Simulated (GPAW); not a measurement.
# A GW chain in GPAW: MoS2 (P6_3/mmc), part 2 of 2

Wanted: ground state, empty states, screening and self-energy for MoS2 (P6_3/mmc).

GPAW 26.7.0; LDA and many-body steps on it, plane waves. Known limits of the many-body steps: not at the basis limit; no spin-orbit coupling; coarse k mesh.

So far. Step 3 (Bands along the symmetry lines): The gap is 0.809 eV, −0.078 eV from the run before at this level. Step 4 (Empty states on the mesh, 6×6×2 mesh, 152 bands): On this mesh the gap is 0.809 eV.

The database entry behind the starting cell differs from later determinations by our own check (about 0.3 % long), so it need not match the best structure at ambient conditions.

## 5. Screening and self-energy, 6×6×2 mesh, 142 bands, screening to 70 eV

Now the one-shot GW correction: screening in the RPA, then the self-energy of the levels asked for.

This step: G0W0 on LDA, plane waves, PAW.

Input file run.py:

```python
import json
import numpy as np
from gpaw.mpi import world
from gpaw.response.g0w0 import G0W0

gw = G0W0('full.gpw',
    filename='gw',
    kpts=[0, 4, 8],
    bands=(24, 28),
    ecut=70,
    nbands=142,
    integrate_gamma='WS',
    ppa=True)
gw.calculate()
res = {mode: {k: v for k, v in r.items() if k != 'sigma_eskwn'}
       for mode, r in gw.all_results.items()}

if world.rank == 0:
    with open('result.json', 'w') as f:
        json.dump(res, f, default=lambda x: x.tolist())
```

Started as:

```console
$ mpirun -n 8 gpaw python run.py
```

Numbers of over 12 decimals in the logs are rounded to 6 here.

Log:

```text
Using integrator: PointIntegrator
FrequencyGridDescriptor(from 0.000+0.000j to 0.000+27.211j eV, 2 points)
Nonperiodic BCs:  [False False False]
Using integrator: PointIntegrator
FrequencyGridDescriptor(from 0.000+0.000j to 0.000+27.211j eV, 2 points)
Nonperiodic BCs:  [False False False]
  ___  _ _ _
 |   || | | |
 | | || | | |
 |__ ||_____|
 |___|

BZ k-points: Symmetries present (total): 12

  [... matrices ...]
72 k-points: 6 x 6 x 2 Monkhorst-Pack grid + [1/12,1/12,1/4]
14 k-points in the irreducible part of the Brillouin zone
       k-points in crystal coordinates                weights
   0:     0.00000000    0.00000000    0.00000000          1/72
   1:     0.00000000    0.00000000    0.50000000          1/72
   2:     0.16666667    0.00000000    0.00000000          6/72
   3:     0.16666667    0.00000000    0.50000000          6/72
   4:     0.33333333   -0.16666667    0.00000000          6/72
   5:     0.33333333   -0.16666667    0.50000000          6/72
   6:     0.33333333    0.00000000    0.00000000          6/72
   7:     0.33333333    0.00000000    0.50000000          6/72
   8:     0.33333333    0.33333333    0.00000000          2/72
   9:     0.33333333    0.33333333    0.50000000          2/72
          ...
  13:     0.50000000    0.50000000    0.50000000          3/72

Distributing spins, k-points and bands (1 x 3 x 4) over 8 processes
Number of blocks: 1

Quasi particle states:
k-points (IBZ indices): [0, 4, 8]
Band range: (24, 28)
  [... matrices ...]
Computational parameters:
Plane wave cut-off: 70 eV
Number of bands: 142
Coulomb cutoff: None
Broadening: 0.1 eV

fxc modes: GW
Kernel: RPA
Using Godby-Needs plasmon-pole approximation:
  Fitting energy: i*E0, E0 = 1.000 Hartree
Summing all q:

Calculating screened Coulomb potential
No Coulomb truncation
FrequencyGridDescriptor(from 0.000+0.000j to 0.000+27.211j eV, 2 points)
Removing empty qpoint cache files...

Calculating chi0 body with:
    Ground state adapter containing:
    Number of spins: 1
    Number of kpoints: 72
    Number of irreducible kpoints: 14
    Number of completely occupied states: 26
    Number of partially occupied states: 26
    Occupied states memory: 6.3984375 M / cpu

    Linear response parametrization:
    q_c: [1.3877787807814457e-17, 1.3877787807814457e-17, 0.0]
    Number of frequency points: 2
    Planewave cutoff: 70.0
    Number of bands: 142
    Number of planewaves: 149
    Broadening (eta): 1e-06
    comm.size: 8
    kncomm.size: 8
    blockcomm.size: 1

    Memory estimate of potentially large arrays:
        chi0_wGG: 0.677521 M / cpu
Integrating chi0 body.

Symmetries of q_c:
    Direct symmetries (Uq -> q): 12
    Indirect symmetries (TUq -> q): 0
In total 12 allowed symmetries.

  [... matrices ...]
14 groups of equivalent kpoints. 80.555556% reduction.

Integral kind: response function
Integrating chi0 head and wings.

Symmetries of q_c:
    Direct symmetries (Uq -> q): 12
    Indirect symmetries (TUq -> q): 0
In total 12 allowed symmetries.

  [... matrices ...]
14 groups of equivalent kpoints. 80.555556% reduction.

Integral kind: response function wings

Calculating chi0 body with:
    Ground state adapter containing:
    Number of spins: 1
    Number of kpoints: 72
    Number of irreducible kpoints: 14
    Number of completely occupied states: 26
    Number of partially occupied states: 26
[... the further q-points ...]

Results:
f:      Occupation numbers
eps:     KS-eigenvalues [eV]
vxc:     KS vxc [eV]
exx:     Exact exchange [eV]
sigma:   Self-energies [eV]
dsigma:  Self-energy derivatives
Z:       Renormalization factors
qp:      QP-energies [eV]

k-point 0 (0): (0.000, 0.000, 0.000)                GW
band       f     eps     vxc     exx   sigma  dsigma       Z      qp
                                                                   GW
  24   1.000   6.787 -16.293 -18.450   2.296  -0.276   0.784   6.896
  25   1.000   7.947 -19.433 -19.675   1.171  -0.281   0.781   8.672
  26   0.000  10.024 -18.779 -13.861  -3.433  -0.277   0.783  11.187
  27   0.000  10.024 -18.779 -13.861  -3.433  -0.277   0.783  11.187

k-point 1 (4): (0.333, -0.167, 0.000)                GW
band       f     eps     vxc     exx   sigma  dsigma       Z      qp
                                                                   GW
  24   1.000   6.450 -18.686 -19.733   1.891  -0.286   0.778   7.106
  25   1.000   6.475 -18.796 -19.779   1.871  -0.287   0.777   7.165
  26   0.000   8.756 -17.811 -13.388  -3.060  -0.268   0.788   9.830
  27   0.000   9.535 -19.588 -14.593  -3.394  -0.282   0.780  10.784

k-point 2 (8): (0.333, 0.333, 0.000)                GW
band       f     eps     vxc     exx   sigma  dsigma       Z      qp
                                                                   GW
  24   1.000   7.144 -18.861 -19.024   1.144  -0.279   0.782   7.911
  25   1.000   7.316 -19.379 -19.448   1.109  -0.280   0.781   8.127
  26   0.000   8.952 -20.859 -16.199  -2.881  -0.282   0.780  10.339
  27   0.000   8.952 -20.859 -16.199  -2.881  -0.282   0.780  10.339
```

The job ended after 1.7 min (8 MPI ranks of Arm Neoverse V2, shared host; peak memory 2.9 GiB; 9.7 min of CPU time).

This step gave:

```
G0W0 gap on the points computed              : 1.158 eV
least direct G0W0 gap on the computed points : 2.212 eV
Z at the valence top                         : 0.7806
Z at the conduction bottom                   : 0.7884
starting gap on the mesh                     : 0.8093 eV
k of the valence top                         : 0, 0, 0
k of the conduction bottom                   : 0.3333, -0.1667, 0
```

The gap on the mesh goes from 0.81 eV to 1.16 eV, a correction of +0.35 eV. The start differs from the 0.89 eV found before because the two sample other k points.

Limits: finite bands, cutoff and mesh; no spin-orbit coupling; coarse k mesh. v1 is the top filled band, c1 the lowest empty one. Levels before and after the correction, in eV, zero at the valence-band top of each column:

```csv
,conduction bottom,valence top
Kohn-Sham,0.81,0.00
G0W0,1.16,0.00
```

```csv
,level,energy (eV)
Kohn-Sham,Γ v2,-1.159
Kohn-Sham,Γ v1,0.000
Kohn-Sham,Γ c1-c2,2.077
Kohn-Sham,(0.333 -0.167 0) v2,-1.496
Kohn-Sham,(0.333 -0.167 0) v1,-1.472
Kohn-Sham,(0.333 -0.167 0) c1,0.809
Kohn-Sham,(0.333 -0.167 0) c2,1.588
G0W0,Γ v2,-1.775
G0W0,Γ v1,0.000
G0W0,Γ c1-c2,2.516
G0W0,(0.333 -0.167 0) v2,-1.565
G0W0,(0.333 -0.167 0) v1,-1.507
G0W0,(0.333 -0.167 0) c1,1.158
G0W0,(0.333 -0.167 0) c2,2.113
```

## 6. Where the time went

Times are wall times on 8 MPI ranks of Arm Neoverse V2, shared host, good to a factor of about two.

```csv
step,time,share,memory (GiB)
ground state,11 s,6 %,1.4
bands along the symmetry lines,24 s,13 %,1.6
empty states on the mesh,41 s,23 %,1.7
screening and self-energy,1.7 min,58 %,2.9
```

## 7. Summary of results

| Property | Result |
| --- | --- |
| LDA gap | 0.81 eV, indirect |
| G0W0 gap on the mesh | 1.16 eV |
| GW settings | 6×6×2 mesh, 142 bands, screening to 70 eV, Godby-Needs plasmon pole |
| known limits | not at the basis limit; no spin-orbit coupling; coarse k mesh |

G0W0 moves the gap on the mesh from 0.81 eV to 1.16 eV (+0.35 eV), with Z of 0.78 and 0.79 at the edges. Only 3 of the mesh's irreducible points were corrected, so a valley elsewhere could overtake. The dearest step here is «screening and self-energy». Bands and cutoff are finite, so the gap is not at the basis limit. The miss can reach some tenths of an eV and take either sign; the mesh is an error of its own. These stock PAW sets were not made for GW. In the G0W0 run levels were corrected at 3 k points alone, so a gap called «on the mesh» is the least over those, and an edge elsewhere would be missed. The 6×6×2 mesh is coarse for this cell, which bears on the long-range parts of exchange and screening. The many-body steps are scalar-relativistic: spin-orbit coupling is not in them.

[Paths, hosts, dates, memory and timing lines, banners, echoed tables and standing remarks are left out of the program output.]

[Logs are printed without paths, hosts, clocks, repeated set-up lines and the standing remarks that a program may print on its own settings, such as how far it seeks lower states.]

[Runs of the session that timed out or met a known fault of the program may be left out.]

[Hosts, paths, dates, database ids (printed as entryN), source tags and the programs' standing remarks are cut or masked in the printed files.]
